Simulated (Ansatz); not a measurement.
# H on Ta(110): change of the work function

Aim: the work function of Ta(110) at several coverages of H (hollow site), and the dipole that each adsorbate carries.

Program: Ansatz 0.2.0. Level of theory: plane-wave DFT, PBE, Ansatz PAW (set soft_1); PAW set soft_1. Values are calculated unless marked as measured.

The raw output is cut from this account; settings, times and results stay.

### Step 1. The system as given

The cell holds 4 atoms: 4 Ta. Cell: a = 2.867 Å, b = 2.867 Å, c = 25.022 Å, α = 90.0°, β = 90.0°, γ = 70.5°. Vacuum lies along c.

### Step 2. The clean slab

The bare slab comes first, as the zero from which every change is counted. The two lowest layers are held at bulk places and the upper ones relax. The dipole correction removes the false field that a one-sided slab makes across the periodic vacuum, so each face gets a flat vacuum level of its own.

input.yaml

```yaml
crystal:
  lattice:
    - [2.3405234457, -1.655, 0.0]
    - [2.3405234457, 1.655, 0.0]
    - [0.0, 0.0, 25.0215703372]
  atoms:
    - { symbol: Ta, position: [0.0, 0.0, 0.3596896549] }
    - { symbol: Ta, position: [0.5, 0.5, 0.453229885] }
    - { symbol: Ta, position: [0.0, 0.0, 0.546770115] }
    - { symbol: Ta, position: [0.5, 0.5, 0.6403103451] }
kpoints:
  mp_grid: { grid: [12, 12, 1] }
hamiltonian:
  xc: pbe
  pseudopotentials: { kind: paw, azcp: { folder: soft_1 } }
scf:
  occupations: { method: fermi_dirac, width: 0.1 }
  convergence: { dr2_threshold: 1.0e-08 }
efield:
  axis: 3
  dipole_correction: true
  ramp_position: 0.97
  ramp_width: 0.06
relax:
  f_tol: 0.02
  max_steps: 60
  constraints: [{ sites: [0, 1] }]
output:
  write_potential: true
  write_density: true
  volumetric_format: npy
```

Launch:

```sh
$ ansatz run input.yaml --threads 4 --pin off --max-ram 16384MiB --backend cpu --events-out ev --progress --plain --runs-dir out
```

It took 20 s on 4 threads of Arm Neoverse V1, shared host; peak memory 0.56 GiB; 78 s of CPU time.

Step by step:

```
step  energy less that of the first step (eV)  largest force component (eV/Å)
   1                                   0.0000                          0.4146
   2                                   0.0218                          0.7813
   3                                  -0.0194                          0.0179
```

Relaxation step 2 was tried and not accepted.

The run keeps the 4 symmetry operations that the program found, so distortions that break them were not tested.

The atoms that moved most (Å):

| atom | dx | dy | dz | length |
| --- | --- | --- | --- | --- |
| Ta4 | 0.000 | 0.000 | -0.089 | 0.089 |

Read from the output:

```yaml
energy_at_zero_smearing: -39730.6209 eV
work_function_upper_face: 4.764 eV
work_function_lower_face: 4.815 eV
dipole_along_the_normal: 0.002170 e·Å
step_between_the_vacuum_levels: -0.05068 eV
```

Running mean over 2.341 Å of the planar mean; the ramp of the sawtooth is left out. Table of electron's electrostatic potential energy less the Fermi level by z:

z (Å), electron's electrostatic potential energy less the Fermi level (eV) and a bar from the least value:
```
      3.5        4.8 ##############################
      4.0        4.8 ##############################
      4.5        4.8 ##############################
      5.0        4.8 ##############################
      5.5        4.8 ##############################
      6.0        4.6 ##############################
      6.5        4.2 #############################
      7.0        3.0 ##########################
      7.5       -0.2 ####################
      8.0       -4.9 ###########
      8.5       -8.5 ####
      9.0       -9.7 #
      9.5       -9.7 #
     10.0       -9.6 ##
     10.5       -9.6 ##
     11.0       -9.6 ##
     11.5       -9.6 ##
     12.0       -9.6 ##
     12.5       -9.6 ##
     13.0       -9.6 ##
     13.5       -9.6 ##
     14.0       -9.9 #
     14.5      -10.3 
     15.0      -10.4 
     15.5      -10.1 #
     16.0       -9.7 #
     16.5       -8.2 ####
     17.0       -4.3 ############
     17.5        0.3 #####################
     18.0        3.2 ###########################
     18.5        4.3 #############################
     19.0        4.6 ##############################
     19.5        4.7 ##############################
     20.0        4.7 ##############################
     20.5        4.8 ##############################
     21.0        4.8 ##############################
     21.5        4.8 ##############################
```

The relaxation took 3 steps and lowered the energy by 0.019 eV; the largest force on the free atoms ends at 0.018 eV/Å.

The work function of the upper face is 4.76 eV.

### Step 3. Adsorbate added, k-mesh 4×4×1, coverage 0.111 ML

System of this step: Ta36H (H/Ta(110)). The cell holds 37 atoms: 36 Ta and 1 H. Its edges and angles: a = 8.600 Å, b = 8.600 Å, c = 26.257 Å, α = 90.0°, β = 90.0°, γ = 70.5°. Vacuum lies along c.

The clean slab as it ended is repeated in the plane and the adsorbate is set on one face; the cell's size fixes the coverage, and the k-mesh shrinks with it to keep the sampling density about even. Adsorbate and upper layers relax, since the dipole depends on the height.

input.yaml

```yaml
crystal:
  lattice:
    - [7.0215703371, -4.965, 0.0]
    - [7.0215703371, 4.965, 0.0]
    - [0.0, 0.0, 26.2570952656]
  atoms:
    - { symbol: Ta, position: [0.0, 0.0, 0.342764495] }
    - { symbol: Ta, position: [0.1666666667, 0.1666666667, 0.4319031992] }
    - { symbol: Ta, position: [0.0, 0.0, 0.5211451613] }
    - { symbol: Ta, position: [0.1666666667, 0.1666666667, 0.6068093742] }
    - { symbol: Ta, position: [0.0, 0.3333333333, 0.342764495] }
    - { symbol: Ta, position: [0.1666666667, 0.5, 0.4319031992] }
    - { symbol: Ta, position: [0.0, 0.3333333333, 0.5211451613] }
    - { symbol: Ta, position: [0.1666666667, 0.5, 0.6068093742] }
[... 25 atom lines left out ...]
    - { symbol: Ta, position: [0.8333333333, 0.8333333333, 0.4319031992] }
    - { symbol: Ta, position: [0.6666666667, 0.6666666667, 0.5211451613] }
    - { symbol: Ta, position: [0.8333333333, 0.8333333333, 0.6068093742] }
    - { symbol: H, position: [0.28, 0.28, 0.657235505] }
kpoints:
  mp_grid: { grid: [4, 4, 1] }
hamiltonian:
  xc: pbe
  pseudopotentials: { kind: paw, azcp: { folder: soft_1 } }
scf:
  occupations: { method: fermi_dirac, width: 0.1 }
  convergence: { dr2_threshold: 1.0e-08 }
efield:
  axis: 3
  dipole_correction: true
  ramp_position: 0.97
  ramp_width: 0.06
relax:
  f_tol: 0.02
  max_steps: 60
  constraints:
    - { sites: [0, 1, 4, 5, 8, 9, 12, 13, 16, 17, 20, 21, 24, 25, 28, 29, 32, 33] }
output:
  write_potential: true
  write_density: true
  volumetric_format: npy
```

Wall time 13 min (4 threads); peak memory 9.2 GiB.

Step by step:

```
step  energy less that of the first step (eV)  largest force component (eV/Å)
   1                                   0.0000                          0.7752
   2                                  -0.1030                          0.5066
   3                                  -0.1458                          0.1100
   4                                  -0.1482                          0.0435
   5                                  -0.1486                          0.0054
```

Forces are held to the 2 operations that the program found; a distortion that breaks them can't arise in this run.

The atoms that moved most (Å):

```csv
atom,dx,dy,dz,length
H37,0.073,0.000,-0.236,0.247
Ta20,0.074,0.000,-0.003,0.074
Ta16,0.013,0.026,0.035,0.045
Ta8,0.013,-0.026,0.035,0.045
Ta28,-0.024,-0.002,0.011,0.027
Ta12,-0.024,0.002,0.011,0.027
Ta24,0.016,0.021,-0.001,0.027
Ta32,0.016,-0.021,-0.001,0.027
```

Final coordinates:

```xyz
37
Lattice="7.0216 -4.9650 0.0000 7.0216 4.9650 0.0000 0.0000 0.0000 26.2571" Properties=species:S:1:pos:R:3
Ta    0.0000    0.0000    9.0000
Ta    2.3405    0.0000   11.3405
Ta   -0.0056    0.0000   13.6785
Ta    2.3147    0.0000   15.9277
Ta    2.3405    1.6550    9.0000
Ta    4.6810    1.6550   11.3405
Ta    2.3394    1.6530   13.6793
Ta    4.6943    1.6291   15.9676
Ta    4.6810    3.3100    9.0000
Ta    7.0216    3.3100   11.3405
Ta    4.6840    3.3096   13.6773
Ta    6.9973    3.3115   15.9437
Ta    2.3405   -1.6550    9.0000
Ta    4.6810   -1.6550   11.3405
Ta    2.3394   -1.6530   13.6793
Ta    4.6943   -1.6291   15.9676
Ta    4.6810    0.0000    9.0000
Ta    7.0216    0.0000   11.3405
Ta    4.6874    0.0000   13.6913
Ta    7.0951    0.0000   15.9303
Ta    7.0216    1.6550    9.0000
Ta    9.3621    1.6550   11.3405
Ta    7.0230    1.6559   13.6919
Ta    9.3782    1.6760   15.9322
Ta    4.6810   -3.3100    9.0000
Ta    7.0216   -3.3100   11.3405
Ta    4.6840   -3.3096   13.6773
Ta    6.9973   -3.3115   15.9437
Ta    7.0216   -1.6550    9.0000
Ta    9.3621   -1.6550   11.3405
Ta    7.0230   -1.6559   13.6919
Ta    9.3782   -1.6760   15.9322
Ta    9.3621    0.0000    9.0000
Ta   11.7026    0.0000   11.3405
Ta    9.3677    0.0000   13.6843
Ta   11.7050    0.0000   15.9291
H     4.0051    0.0000   17.0214
```

Numbers from this step:

```yaml
energy_at_zero_smearing: -357592.4622 eV
work_function_upper_face: 4.726 eV
work_function_lower_face: 4.811 eV
dipole_along_the_normal: 0.03293 e·Å
step_between_the_vacuum_levels: -0.08545 eV
```

Running mean over 2.341 Å of the planar mean; the ramp of the sawtooth is left out. Table of electron's electrostatic potential energy less the Fermi level by z:

```csv
z (Å),electron's electrostatic potential energy less the Fermi level (eV)
3.5,4.81
4.0,4.81
4.5,4.81
5.0,4.79
5.5,4.75
6.0,4.62
6.5,4.20
7.0,2.99
7.5,-0.204
8.0,-4.91
8.5,-8.52
9.0,-9.71
9.5,-9.75
10.0,-9.65
10.5,-9.61
11.0,-9.59
11.5,-9.58
12.0,-9.57
12.5,-9.56
13.0,-9.57
13.5,-9.62
14.0,-9.83
14.5,-10.2
15.0,-10.3
15.5,-10.1
16.0,-9.80
16.5,-8.35
17.0,-4.48
17.5,0.158
18.0,3.05
18.5,4.19
19.0,4.56
19.5,4.67
20.0,4.71
20.5,4.72
21.0,4.72
21.5,4.73
22.0,4.73
22.5,4.73
23.0,4.73
```

The relaxation took 5 steps and lowered the energy by 0.15 eV; the largest force on the free atoms ends at 0.0054 eV/Å.

The covered face has 4.73 eV, -0.04 eV against the clean one; the bare back face has moved by -0.00 eV, a measure of how thin the slab is.

### Step 4. Adsorbate added, k-mesh 6×6×1, coverage 0.25 ML

System of this step: Ta16H (H/Ta(110)). The cell holds 17 atoms: 16 Ta and 1 H. Its edges and angles: a = 5.733 Å, b = 5.733 Å, c = 26.257 Å, α = 90.0°, β = 90.0°, γ = 70.5°. Vacuum lies along c.

Another coverage, to see how the dipoles act on each other as their distance changes.

input.yaml

```yaml
crystal:
  lattice:
    - [4.6810468914, -3.31, 0.0]
    - [4.6810468914, 3.31, 0.0]
    - [0.0, 0.0, 26.2570952656]
  atoms:
    - { symbol: Ta, position: [0.0, 0.0, 0.342764495] }
    - { symbol: Ta, position: [0.25, 0.25, 0.4319031992] }
    - { symbol: Ta, position: [0.0, 0.0, 0.5211451613] }
    - { symbol: Ta, position: [0.25, 0.25, 0.6068093742] }
    - { symbol: Ta, position: [0.0, 0.5, 0.342764495] }
    - { symbol: Ta, position: [0.25, 0.75, 0.4319031992] }
    - { symbol: Ta, position: [0.0, 0.5, 0.5211451613] }
    - { symbol: Ta, position: [0.25, 0.75, 0.6068093742] }
    - { symbol: Ta, position: [0.5, 0.0, 0.342764495] }
    - { symbol: Ta, position: [0.75, 0.25, 0.4319031992] }
    - { symbol: Ta, position: [0.5, 0.0, 0.5211451613] }
    - { symbol: Ta, position: [0.75, 0.25, 0.6068093742] }
    - { symbol: Ta, position: [0.5, 0.5, 0.342764495] }
    - { symbol: Ta, position: [0.75, 0.75, 0.4319031992] }
    - { symbol: Ta, position: [0.5, 0.5, 0.5211451613] }
    - { symbol: Ta, position: [0.75, 0.75, 0.6068093742] }
    - { symbol: H, position: [0.42, 0.42, 0.657235505] }
kpoints:
  mp_grid: { grid: [6, 6, 1] }
hamiltonian:
  xc: pbe
  pseudopotentials: { kind: paw, azcp: { folder: soft_1 } }
scf:
  occupations: { method: fermi_dirac, width: 0.1 }
  convergence: { dr2_threshold: 1.0e-08 }
efield:
  axis: 3
  dipole_correction: true
  ramp_position: 0.97
  ramp_width: 0.06
relax:
  f_tol: 0.02
  max_steps: 60
  constraints: [{ sites: [0, 1, 4, 5, 8, 9, 12, 13] }]
output:
  dos: { projected: true, e_range: [-8, 4] }
  write_potential: true
  write_density: true
  volumetric_format: npy
  elf: true
```

Run time: 3.1 min. Hardware: 4 threads; peak memory 2.8 GiB.

The steps of the relaxation:

| step | energy less that of the first step (eV) | largest force component (eV/Å) |
| --- | --- | --- |
| 1 | 0.0000 | 0.7760 |
| 2 | -0.1031 | 0.5485 |
| 3 | -0.1412 | 0.0966 |
| 4 | -0.1437 | 0.0198 |

Forces are held to the 2 operations that the program found; a distortion that breaks them can't arise in this run.

The atoms that moved most (Å):

```
atom      dx      dy      dz  length
 H17   0.095   0.000  -0.234   0.252
 Ta8  -0.002  -0.012   0.042   0.044
Ta12  -0.002   0.012   0.042   0.044
Ta16   0.033   0.000  -0.006   0.034
 Ta4  -0.019   0.000  -0.001   0.019
Ta15   0.005   0.000   0.012   0.013
 Ta3   0.002   0.000  -0.013   0.013
```

Final coordinates:

```xyz
17
Lattice="4.6810 -3.3100 0.0000 4.6810 3.3100 0.0000 0.0000 0.0000 26.2571" Properties=species:S:1:pos:R:3
Ta    0.0000    0.0000    9.0000
Ta    2.3405    0.0000   11.3405
Ta    0.0025    0.0000   13.6710
Ta    2.3215    0.0000   15.9316
Ta    2.3405    1.6550    9.0000
Ta    4.6810    1.6550   11.3405
Ta    2.3412    1.6547   13.6822
Ta    4.6788    1.6430   15.9753
Ta    2.3405   -1.6550    9.0000
Ta    4.6810   -1.6550   11.3405
Ta    2.3412   -1.6547   13.6822
Ta    4.6788   -1.6430   15.9753
Ta    4.6810    0.0000    9.0000
Ta    7.0216    0.0000   11.3405
Ta    4.6858    0.0000   13.6962
Ta    7.0547    0.0000   15.9267
H     4.0268    0.0000   17.0235
```

Read from the output:

| Item | Value |
| --- | --- |
| energy at zero smearing | -158939.3472 eV |
| work function, upper face | 4.642 eV |
| work function, lower face | 4.800 eV |
| dipole along the normal | 0.02713 e·Å |
| step between the vacuum levels | -0.1584 eV |

The density of states has structure finer than the step of the table below, so its rows give means over 0.5 eV. Peaks (eV: height): -1.50: 39.8, -1.29: 32.2, -1.11: 35.8, -0.78: 31.5, -0.27: 34.1, -0.12: 29.0, 0.00: 27.2.

The density of states by energy, zero at the Fermi level; means over each step:

energy (eV), density of states (states/eV a cell) and a bar:
```
     -7.5        0.6 
     -7.0        1.0 
     -6.5        2.4 ##
     -6.0        2.8 ###
     -5.5        2.4 ##
     -5.0        3.4 ###
     -4.5        5.0 #####
     -4.0        9.5 ##########
     -3.5       10.7 ############
     -3.0       17.4 ####################
     -2.5       11.4 #############
     -2.0        8.6 #########
     -1.5       23.2 ##########################
     -1.0       26.3 ##############################
     -0.5       25.8 #############################
      0.0       22.3 #########################
      0.5       12.4 ##############
      1.0       11.0 ############
      1.5        9.9 ###########
```

Projected DOS per atom over height of the atomic layer and energy from the Fermi level. Layers: Ta4 Ta4 Ta4 Ta4 H from below.

Ten even steps from '0' (0.00 states/eV) to '9' (2.00 states/eV), each cell a mean:
```
42140
32230
32230
53350
86680
96580
87780
68860
22220
33330
45540
34430
23320
12220
11100
00101
00001
00012
00012
00000
00000
00000
```
Columns: height of the atomic layer (Å) from 9 to 17.0 (not evenly spaced); rows upwards: energy from the Fermi level (eV) from -7.96 to 1.84.

Valence density in the ca plane at fractional y = 0.000, with atoms of Ta within 0.2 Å of it. It is the smooth field of the valence electrons, not physical close to the nuclei.

Ten steps, logarithmic in the rise over the least value, from '0' (0.0 e/Å³) to '9' (4.5 e/Å³), each cell a mean:
```
99996443334479998544333221000000000000000000
78875444444457886444443321000000000000000000
45544344444445554444443321000000000000000000
34444344444344444444443321000000000000000000
45554444444445554444443321000000000000000000
78875444444457887444443221000000000000000000
99996443334469998544333221000000000000000000
99996443334479999644333221000000000000000000
89985444434468998544433221000000000000000000
57764444444446775444443321000000000000000000
44444344444344444444443321000000000000000000
44444344444444444444443321000000000000000000
57764444444446775444443321000000000000000000
89985444444468998544433221000000000000000000
99996443334479999644333221000000000000000000
```
Columns run along c (16.0 Å, from fractional 0.32 to 0.93 of the cell), rows up along a (5.7 Å). Atoms in or near the plane, at fractional coordinates: Ta at (0.34, 0.00), Ta at (0.52, 0.00), Ta at (0.34, 0.50), Ta at (0.52, 0.50).

ELF in the ca plane at fractional y = 0.000, with atoms of Ta within 0.2 Å of it. It is the smooth field of the valence electrons, not physical close to the nuclei.

Values, 8 rows by 16 columns, each cell a mean:
```
0.60 0.44 0.44 0.41 0.40 0.60 0.36 0.43 0.49 0.46 0.13 0.01 0.00 0.00 0.00 0.00
0.33 0.37 0.39 0.39 0.40 0.29 0.42 0.36 0.41 0.35 0.09 0.01 0.00 0.00 0.00 0.00
0.39 0.35 0.40 0.39 0.36 0.38 0.37 0.34 0.42 0.34 0.08 0.01 0.00 0.00 0.00 0.00
0.55 0.48 0.47 0.42 0.44 0.53 0.38 0.42 0.51 0.41 0.10 0.01 0.00 0.00 0.00 0.00
0.60 0.44 0.45 0.41 0.40 0.60 0.36 0.39 0.48 0.40 0.10 0.01 0.00 0.00 0.00 0.00
0.32 0.37 0.39 0.39 0.40 0.29 0.43 0.36 0.40 0.33 0.08 0.01 0.00 0.00 0.00 0.00
0.39 0.35 0.40 0.39 0.36 0.37 0.40 0.39 0.43 0.37 0.10 0.01 0.00 0.00 0.00 0.00
0.54 0.48 0.46 0.42 0.44 0.53 0.41 0.49 0.53 0.48 0.14 0.01 0.00 0.00 0.00 0.00
```
Columns run along c (16.0 Å, from fractional 0.32 to 0.93 of the cell), rows up along a (5.7 Å). Atoms in or near the plane, at fractional coordinates: Ta at (0.34, 0.00), Ta at (0.52, 0.00), Ta at (0.34, 0.50), Ta at (0.52, 0.50).

Electrostatic potential energy in the ca plane at fractional y = 0.000, with atoms of Ta within 0.2 Å of it. With pseudopotentials it is smooth inside the atoms' cores, unlike the true potential.

Values in eV, 8 rows by 16 columns, each cell a mean:
```
-40 -19   4   4 -13 -41  -4   4   6   8   8   8   8   8   8   8
 -4   1   3   3   2  -4   4   2   4   8   8   8   8   8   8   8
-11  -2   3   3   0 -12   2   2   5   8   8   8   8   8   8   8
-46 -24   5   5 -17 -48  -8   4   6   8   8   8   8   8   8   8
-40 -19   4   4 -13 -42  -5   4   6   8   8   8   8   8   8   8
 -4   1   3   3   3  -4   4   2   4   8   8   8   8   8   8   8
-12  -2   3   3  -1 -12   2   2   5   8   8   8   8   8   8   8
-46 -24   5   4 -18 -48  -7   5   6   8   8   8   8   8   8   8
```
Columns run along c (16.0 Å, from fractional 0.32 to 0.93 of the cell; values clipped at the 3rd and 97th percentile), rows up along a (5.7 Å). Atoms in or near the plane, at fractional coordinates: Ta at (0.34, 0.00), Ta at (0.52, 0.00), Ta at (0.34, 0.50), Ta at (0.52, 0.50).

The relaxation took 4 steps and lowered the energy by 0.14 eV; the largest force on the free atoms ends at 0.020 eV/Å.

By hand: a sheet of dipoles makes a step −p/(ε₀A) in the electron's potential. With e/ε₀ = 180.95 V·Å, p = 0.02713 e·Å and A = 30.99 Å², that is −180.95 × (0.02713) / 30.99 = -0.158 eV, and the two vacuum levels of the run differ by -0.158 eV.

The covered face has 4.64 eV, -0.12 eV against the clean one; the bare back face has moved by -0.01 eV, a measure of how thin the slab is.

(Continued in part 2 of 2.)

[Long decimals in the printed logs are rounded to 6 places.]

[Logs are printed without paths, hosts, clocks, repeated set-up lines and the standing remarks that a program may print on its own settings, such as how far it seeks lower states.]

[Hosts, paths, dates, database ids (printed as entryN), source tags and the programs' standing remarks are cut or masked in the printed files.]

[Maps of the electrostatic potential energy from Ansatz leave out the sawtooth potential of an applied field or a dipole correction, so their vacuum need not be flat; planar profiles and work functions include it.]
